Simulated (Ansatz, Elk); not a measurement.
**TlAg3Au2: X-ray structure factors from the self-consistent density**

The structure of TlAg3Au2 used here is made up (a known structure type with other elements) and was relaxed beforehand with PBE. The aim is the Fourier transform of its all-electron density, F(hkl), set beside the sum over free spherical atoms that refinements use.

Calculated with Elk 11.2.3 (patched build); DFT, PBE, all-electron APW+lo, Dirac cores, scalar-relativistic bands, static density, no spin.

The structure was built from a prototype and need not be the compound's stable phase.

### Step 1. The structure

It takes space group P6/mmm (No. 191, hexagonal). The conventional cell has a = 5.669 Å, b = 5.669 Å, c = 4.653 Å, α = 90.00°, β = 90.00°, γ = 120.00°. Nearest to Tl lie 6 Au at 3.27 Å. Nearest to Au lie 6 Ag at 2.84 Å and 3 Tl at 3.27 Å and 3 Au at 3.27 Å. Nearest to Ag lie 4 Ag at 2.83 Å and 4 Au at 2.84 Å. Farther neighbours are not listed.

### Step 2. Ground state and structure factors

An all-electron density is needed, since X-rays see the cores too. Task 0 finds the density and task 195 Fourier-transforms it; tshift is off so that phases refer to the origin typed.

The input, elk.in:

```
tasks
  0
  195

xctype
  20

spinpol
  .false.

rgkmax
  7.0

gmaxvr
  14.0

lmaxo
  7

lmaxapw
  8

swidth
  0.002

tshift
  .false.

ramdisk
  .false.

hmaxvr
  5.5

maxscl
  120

epspot
  1e-06

sppath
  './'

avec
  10.71315864274 0.00000000000 0.00000000000
  -5.35657932137 9.27786753938 0.00000000000
  0.00000000000 0.00000000000 8.79295261443

atoms
  3
  'Tl.in'
  1
  -0.0000000000 0.0000000000 0.0000000000   0.000000 0.000000 0.000000
  'Au.in'
  2
  0.6666666667 0.3333333333 0.0000000000   0.000000 0.000000 0.000000
  0.3333333333 0.6666666667 0.0000000000   0.000000 0.000000 0.000000
  'Ag.in'
  3
  -0.0000000000 0.5000000000 0.5000000000   0.000000 0.000000 0.000000
  0.5000000000 0.5000000000 0.5000000000   0.000000 0.000000 0.000000
  0.5000000000 -0.0000000000 0.5000000000   0.000000 0.000000 0.000000

ngridk
  5 5 5
```

Started as:

```bash
$ OMP_NUM_THREADS=4 elk
```

Numbers of over 12 decimals in the logs are rounded to 6 here.

The program printed:

```text
┌─────────────────────────┐
│ Elk code version 11.2.3 │
└─────────────────────────┘

All units are atomic (Hartree, Bohr, etc.)

┌─────────────────────────────────────────────────┐
│ Ground-state run starting from atomic densities │
└─────────────────────────────────────────────────┘

Lattice vectors :
   10.71315864       0.000000000       0.000000000
  -5.356579321       9.277867539       0.000000000
   0.000000000       0.000000000       8.792952614

Reciprocal lattice vectors :
  0.5864923238      0.3386115010      -0.000000000
   0.000000000      0.6772230020       0.000000000
   0.000000000      -0.000000000      0.7145705865

Unit cell volume      :    873.9778712
Brillouin zone volume :   0.2838174988

Muffin-tin inner radius fraction :   0.1000000000E-01

Nuclei treated as point charges

Species : 1 (Tl)
 parameters loaded from : Tl.in
 name : thallium
 nuclear charge    :   -81.00000000
 electronic charge :    81.00000000
 atomic mass :    372567.9643
 muffin-tin radius :    2.800000000
 number of radial points in muffin-tin :   1393
 inner part over the whole radius :   0.9893942913E-02
 number on inner part of muffin-tin    :   1000
 approximate nuclear radius :   0.1043008296E-03
 number of mesh points to nuclear radius :    525
 atomic positions (lattice), magnetic fields (Cartesian) :
  1 :   0.00000000  0.00000000  0.00000000    0.00000000  0.00000000  0.00000000

Species : 2 (Au)
 parameters loaded from : Au.in
 name : gold
 nuclear charge    :   -79.00000000
 electronic charge :    79.00000000
 atomic mass :    359048.0562
 muffin-tin radius :    2.761240999
 number of radial points in muffin-tin :   1393
 inner part over the whole radius :   0.9968082631E-02
 number on inner part of muffin-tin    :   1000
 approximate nuclear radius :   0.1033733540E-03
 number of mesh points to nuclear radius :    524
 atomic positions (lattice), magnetic fields (Cartesian) :
  1 :  -0.33333333  0.33333333  0.00000000    0.00000000  0.00000000  0.00000000
  2 :   0.33333333 -0.33333333  0.00000000    0.00000000  0.00000000  0.00000000

Species : 3 (Ag)
 parameters loaded from : Ag.in
 name : silver
 nuclear charge    :   -47.00000000
 electronic charge :    47.00000000
 atomic mass :    196631.6998
 muffin-tin radius :    2.564009500
 number of radial points in muffin-tin :   1193
 inner part over the whole radius :   0.9909336652E-02
 number on inner part of muffin-tin    :    849
 approximate nuclear radius :   0.8648227117E-04
 number of mesh points to nuclear radius :    425
 atomic positions (lattice), magnetic fields (Cartesian) :
  1 :   0.00000000  0.50000000  0.50000000    0.00000000  0.00000000  0.00000000
  2 :   0.50000000  0.50000000  0.50000000    0.00000000  0.00000000  0.00000000
  3 :   0.50000000  0.00000000  0.50000000    0.00000000  0.00000000  0.00000000

Total number of atoms per unit cell :    6
Total muffin-tin volume :    480.1459693
 ratio of muffin-tin to unit cell volume :   0.5493800073

Spin treatment :
 spin-unpolarised

Number of Bravais lattice symmetries :   24
Number of crystal symmetries         :   24
Crystal has inversion symmetry
Real symmetric eigensolver will be used

k-point grid :      5     5     5
k-point offset :    0.000000000       0.000000000       0.000000000
k-point set is reduced with full crystal symmetry group
Total number of k-points :       15

Muffin-tin radius times maximum |G+k| :    7.000000000
 using average radius
Maximum |G+k| for APW functions       :    2.622621529
Maximum (1/2)|G+k|²                   :    3.439071841
Maximum |G| for potential and density :    14.00000000
Constant for pseudocharge density :   10
 order of it for each species :   17  17  17
 order of it for pair densities of each species (exact exchange by exxq0 0: 18) :   11  10   9
Radial integration step length :    1

G-vector grid sizes :     48    48    40
Number of G-vectors :    40521

Maximum angular momentum used for
 APW functions            :    8
 outer part of muffin-tin :    7
[...]
exchange                    :     -1537.7445991058
 correlation                 :     -22.234157926261
 electron entropic           :    -0.59033931515763E-03
 total energy                :     -74337.767031723

Density of states at Fermi energy :    44.58131301
 (states/Hartree/unit cell)

Estimated indirect band gap :   0.6673495897E-02
 from k-point 14 to k-point 2
Estimated direct band gap   :   0.1774579359E-01
 at k-point 13

Charges :
 core                        :    242.0000000
 valence                     :    138.0000000
 interstitial                :    7.322287120
 muffin-tins (core leakage)
  species : 1 (Tl)
[...]
species : 2 (Au)
[...]
species : 3 (Ag)
[...]
total in muffin-tins        :    372.6777129
 total calculated charge     :    379.9989773
 total charge                :    380.0000000
 error                       :   0.1022725284E-02

RMS change in Kohn-Sham potential (target) :   0.1700116136     (  0.1000000000E-05)
Absolute change in total energy (target)   :   0.7088411840     (  0.1000000000E-03)

[... loops 3 to 16 left out ...]

┌──────────────────┐
│ Loop number : 17 │
└──────────────────┘

Energies :
 Fermi                       :     0.194199
 sum of occupied eigenvalues :     -45534.115783150
 electron kinetic            :      83980.531900220
 core electron kinetic       :      81393.884015897
 Coulomb                     :     -156755.36560550
 Coulomb potential           :     -127472.99849782
 nuclear-nuclear             :     -6694.8347614119
 electron-nuclear            :     -172811.36417913
 Hartree                     :      22750.833335043
 Madelung                    :     -93018.866356592
 xc potential                :     -2041.6491855535
 exchange                    :     -1539.1724213243
 correlation                 :     -22.241042463802
 electron entropic           :    -0.99977824549248E-03
 total energy                :     -74336.248168846

Density of states at Fermi energy :    80.21892176
 (states/Hartree/unit cell)

Estimated indirect band gap :   0.5402133526E-03
 from k-point 14 to k-point 2
Estimated direct band gap   :   0.7103824065E-02
 at k-point 13

Charges :
 core                        :    242.0000000
 valence                     :    138.0000000
 interstitial                :    6.726508840
 muffin-tins (core leakage)
  species : 1 (Tl)
[...]
species : 2 (Au)
[...]
species : 3 (Ag)
[...]
total in muffin-tins        :    373.2734912
 total calculated charge     :    379.9990292
 total charge                :    380.0000000
 error                       :   0.9707605764E-03

RMS change in Kohn-Sham potential (target) :   0.3980217067E-07 (  0.1000000000E-05)
Absolute change in total energy (target)   :   0.5537908874E-04 (  0.1000000000E-03)

Convergence targets achieved

┌──────────────────┐
│ Loop number : 18 │
└──────────────────┘

Energies :
 Fermi                       :     0.194199
 sum of occupied eigenvalues :     -45534.115785172
 electron kinetic            :      83980.531898672
 core electron kinetic       :      81393.884016052
 Coulomb                     :     -156755.36560595
 Coulomb potential           :     -127472.99849853
 nuclear-nuclear             :     -6694.8347614119
 electron-nuclear            :     -172811.36417890
 Hartree                     :      22750.833334365
 Madelung                    :     -93018.866356680
 xc potential                :     -2041.6491853132
 exchange                    :     -1539.1724213331
 correlation                 :     -22.241042462478
 electron entropic           :    -0.99977917172683E-03
 total energy                :     -74336.248170849

Density of states at Fermi energy :    80.21901067
 (states/Hartree/unit cell)

Estimated indirect band gap :   0.5402160477E-03
 from k-point 14 to k-point 2
Estimated direct band gap   :   0.7103812059E-02
 at k-point 13

Charges :
 core                        :    242.0000000
 valence                     :    138.0000000
 interstitial                :    6.726508779
 muffin-tins (core leakage)
  species : 1 (Tl)
[...]
species : 2 (Au)
[...]
species : 3 (Ag)
   atom 1                    :    45.86756881     ( -0.3305449781E-06)
   atom 2                    :    45.86756881     ( -0.3305449781E-06)
   atom 3                    :    45.86756881     ( -0.3305449781E-06)
 total in muffin-tins        :    373.2734912
 total calculated charge     :    379.9990292
 total charge                :    380.0000000
 error                       :   0.9707606022E-03

┌──────────────────────────────┐
│ Self-consistent loop stopped │
└──────────────────────────────┘

Warning : core states of species 2 leak from the muffin-tin :   0.1202036636E-03

Wrote STATE.OUT
```

Elapsed: 63 s, on 4 threads of Arm Neoverse V1, shared host; peak memory 0.31 GiB.

SFACRHO.OUT:

```text

h k l indices transformed by vhmat matrix:
   1.000000000       0.000000000       0.000000000    
   0.000000000       1.000000000       0.000000000    
   0.000000000       0.000000000       1.000000000    

      h      k      l  multipl.   |H|            Re(F)            Im(F)           |F|

      0      0      0      1   0.0000000       380.00000      0.57022990E-16   380.00000    
     -1      0      0      6  0.67722300      -42.277774     -0.44798523E-13   42.277774    
      0      0     -1      2  0.71457059       94.791562     -0.15945675E-13   94.791562    
      0      1      1     12  0.98450095       42.812667     -0.86478215E-13   42.812667    
     -1      2      0      6   1.1729846       169.33465     -0.27057979E-13   169.33465    
      0      2      0      6   1.3544460       114.85382     -0.85615315E-13   114.85382    
      1     -2      1     12   1.3735007       238.79005     -0.48757128E-13   238.79005    
      0      0      2      2   1.4291412       310.44776     -0.27021361E-13   310.44776    
     -2      2      1     12   1.5313834      -106.74238      0.45402718E-13   106.74238    
      0      1      2     12   1.5814789      -33.994086      0.17641166E-13   33.994086    
      3     -2      0     12   1.7917636      -32.247586      0.40353927E-13   32.247586    
      2     -1     -2     12   1.8488747       150.93013     -0.28772933E-13   150.93013    
      2     -3      1     24   1.9289967       34.519568      0.15093782E-12   34.519568    
      0     -2     -2     12   1.9690019       99.299109      0.15623887E-12   99.299109    
      3     -3      0      6   2.0316690       146.29699      0.62172504E-13   146.29699    
      0      0     -3      2   2.1437118       81.096879     -0.34623452E-13   81.096879    
      3      0     -1     12   2.1536690       205.49219     -0.84285059E-13   205.49219    
      1     -1     -3     12   2.2481395       32.000474      0.59508098E-13   32.000474
```

Elk indexes on the primitive cell of elk.in and gives |H| = 4π sin θ/λ in inverse bohr. Below, one row stands for each form hkl of the conventional cell (m members, Friedel mates merged), F is for one primitive cell and the density is static (no thermal factor). Free-atom factors are Waasmaier and Kirfel's, and R is Σm||F|−|F'||/Σm|F|.

```
hkl   m  sin θ/λ (Å⁻¹)  abs F, DFT  neutral atoms   diff.
100   6          0.102      42.278         42.272  +0.006
001   2          0.107      94.792         94.817  -0.025
101  12          0.148      42.813         42.804  +0.009
110   6          0.176     169.335        169.609  -0.274
200   6          0.204     114.854        115.373  -0.519
111  12          0.206     238.790        239.506  -0.716
002   2          0.215     310.448        311.469  -1.021
201  12          0.230     106.742        107.441  -0.699
102  12          0.238      33.994         34.313  -0.319
210  12          0.269      32.248         32.510  -0.263
112  12          0.278     150.930        151.137  -0.207
211  24          0.290      34.520         34.504  +0.016
202  12          0.296      99.299         99.424  -0.124
300   6          0.305     146.297        146.455  -0.158
003   2          0.322      81.097         81.138  -0.041
301  12          0.324     205.492        205.787  -0.295
103  12          0.338      32.001         32.007  -0.006
212  24          0.345      28.616         28.651  -0.034
```

### Step 3. The highest occupied states alone

An energy window below the Fermi level keeps the highest occupied states, to see at which angles they scatter; shallow core shells can lie inside it and anion s states outside. No new self-consistency is needed.

elk.in: that of step 2 with these lines changed.

```diff
@@ -1,3 +1,2 @@
 tasks
-  0
   195
@@ -40,2 +39,5 @@
 
+wsfac
+  -0.173290 0.494200
+
 sppath
```

Started as:

```bash
$ OMP_NUM_THREADS=4 elk
```

The program printed:

```text
┌─────────────────────────────────┐
│ Elk code version 11.2.3 started │
└─────────────────────────────────┘

Info(readinput): the functional depends on the density's gradient
 muffin-tin radial points multiplied by    2.00000
 (not where nrmtscf is given)

┌────────────────────┐
│ Current task : 195 │
└────────────────────┘
Info(checkmt): changed muffin-tin radius of species 2 (Au) from   2.8000 to   2.7612
Info(checkmt): changed muffin-tin radius of species 3 (Ag) from   2.6000 to   2.5640

Info(sfacrho): density structure factors written to SFACRHO.OUT

 Energy window :  -0.1732900000      0.4942000000

┌──────────────────┐
│ Elk code stopped │
└──────────────────┘
```

The job ended after 25 s (4 threads; peak memory 0.19 GiB).

States within 10 eV below the Fermi level hold 58.00 electrons; any levels below the window count with the cores. Their amplitudes can exceed the total, where window and core parts have opposite phase:

```
hkl  sin θ/λ (Å⁻¹)  abs F, window  abs F, all
100          0.102         15.611      42.278
001          0.107          7.793      94.792
101          0.148          1.399      42.813
110          0.176          4.521     169.335
200          0.204         10.810     114.854
111          0.206         12.497     238.790
002          0.215         20.693     310.448
201          0.230         15.125     106.742
102          0.238          6.615      33.994
210          0.269          5.015      32.248
```

### Step 4. Another functional

The difference from free atoms is small, so it is set against the change that PBEsol makes.

elk.in: that of step 3 with these lines changed.

```diff
@@ -1,2 +1,3 @@
 tasks
+  0
   195
@@ -4,3 +5,3 @@
 xctype
-  20
+  22
 
@@ -39,5 +40,2 @@
 
-wsfac
-  -0.173290 0.494200
-
 sppath
```

Started as:

```bash
$ OMP_NUM_THREADS=4 elk
```

The program printed:

```text
┌─────────────────────────┐
│ Elk code version 11.2.3 │
└─────────────────────────┘

All units are atomic (Hartree, Bohr, etc.)

┌─────────────────────────────────────────────────┐
│ Ground-state run starting from atomic densities │
└─────────────────────────────────────────────────┘

Lattice vectors :
   10.71315864       0.000000000       0.000000000
  -5.356579321       9.277867539       0.000000000
   0.000000000       0.000000000       8.792952614

Reciprocal lattice vectors :
  0.5864923238      0.3386115010      -0.000000000
[...]
species : 1 (Tl)
[...]
species : 2 (Au)
[...]
species : 3 (Ag)
[...]
atom 2                    :    45.86032397     ( -0.3305408320E-06)
   atom 3                    :    45.86032397     ( -0.3305408320E-06)
 total in muffin-tins        :    373.2333570
 total calculated charge     :    379.9990307
 total charge                :    380.0000000
 error                       :   0.9693331542E-03

┌──────────────────────────────┐
│ Self-consistent loop stopped │
└──────────────────────────────┘

Warning : core states of species 2 leak from the muffin-tin :   0.1200463258E-03

Wrote STATE.OUT
[key lines of the parts left out:]
total energy                :     -74312.687607401
```

Wall time 62 s (4 threads); peak memory 0.32 GiB.

Against the first run R = 0.01 %; the largest change is -0.066 at 002.

### Step 5. Basis size

The basis and the expansions that go with it are enlarged, to see whether the differences are converged.

elk.in: that of step 4 with these lines changed.

```diff
@@ -5,3 +5,3 @@
 xctype
-  22
+  20
 
@@ -11,12 +11,12 @@
 rgkmax
-  7.0
+  8.5
 
 gmaxvr
-  14.0
+  18.0
 
 lmaxo
-  7
+  9
 
 lmaxapw
-  8
+  10
```

Started as:

```bash
$ OMP_NUM_THREADS=4 elk
```

The program printed:

```text
┌─────────────────────────┐
│ Elk code version 11.2.3 │
└─────────────────────────┘

All units are atomic (Hartree, Bohr, etc.)

┌─────────────────────────────────────────────────┐
│ Ground-state run starting from atomic densities │
└─────────────────────────────────────────────────┘

Lattice vectors :
   10.71315864       0.000000000       0.000000000
  -5.356579321       9.277867539       0.000000000
   0.000000000       0.000000000       8.792952614

Reciprocal lattice vectors :
  0.5864923238      0.3386115010      -0.000000000
[...]
species : 1 (Tl)
[...]
species : 2 (Au)
[...]
species : 3 (Ag)
[...]
atom 2                    :    45.88839751     ( -0.3305439051E-06)
   atom 3                    :    45.88839751     ( -0.3305439051E-06)
 total in muffin-tins        :    373.3770984
 total calculated charge     :    379.9998386
 total charge                :    380.0000000
 error                       :   0.1614484673E-03

┌──────────────────────────────┐
│ Self-consistent loop stopped │
└──────────────────────────────┘

Warning : core states of species 2 leak from the muffin-tin :   0.1204433820E-03

Wrote STATE.OUT
[key lines of the parts left out:]
total energy                :     -74336.316921837
```

Wall time 2.4 min (4 threads); peak memory 0.59 GiB; 6.3 min of CPU time.

Against the first run R = 0.01 %; the largest change is -0.035 at 220.

### Step 6. Settings against the effect

```
                              run  R against the first run (%)  R against neutral atoms, low angle (%)  wall time
                    PBE, rgkmax 7                         0.00                                    0.29       63 s
                           PBEsol                         0.01                                    0.31       62 s
rgkmax 8.5 with larger expansions                         0.01                                    0.29    2.4 min
```

### Step 7. Results

```json
{"R against neutral atoms, sin θ/λ < 0.3 Å⁻¹": "0.29 %", "R against neutral atoms, 0.3 to 0.81 Å⁻¹": "0.15 %"}
```

In words: Independent neutral atoms miss the calculated amplitudes by R = 0.29 % below 0.3 Å⁻¹ and 0.15 % from there to 0.81 Å⁻¹; by shells, 0.02 % below 0.15 Å⁻¹ (3 forms), 0.32 % 0.15 to 0.3 (10 forms), 0.14 % 0.3 to 0.45 (21 forms), 0.15 % above 0.45 (115 forms). Bonding, aspherical density and the tables' own atoms all enter these figures, and the runs don't part them. The largest change of an amplitude is -1.02 electrons, at 002. The window's part falls from 58.0 electrons at the origin to at most 1.11 between 0.45 and 0.81 Å⁻¹, where compact states inside the window still scatter. Below 0.3 Å⁻¹ the changes that finished (PBEsol and rgkmax 8.5 with larger expansions) move F by R = 0.02 % at most, against the 0.29 % that separates it from free atoms. The k-mesh has no finished test. These runs have no spin, though d or f shells may be open. Spin-orbit coupling is left out, which can matter for elements this heavy. Part of the difference isn't bonding: the tables are fits to free atoms and ions calculated by other methods than this functional. Thermal motion, anomalous dispersion and extinction are left out.

[Logs are printed without paths, hosts, clocks, repeated set-up lines and the standing remarks that a program may print on its own settings, such as how far it seeks lower states.]

[Hosts, paths, dates, database ids (printed as entryN), source tags and the programs' standing remarks are cut or masked in the printed files.]
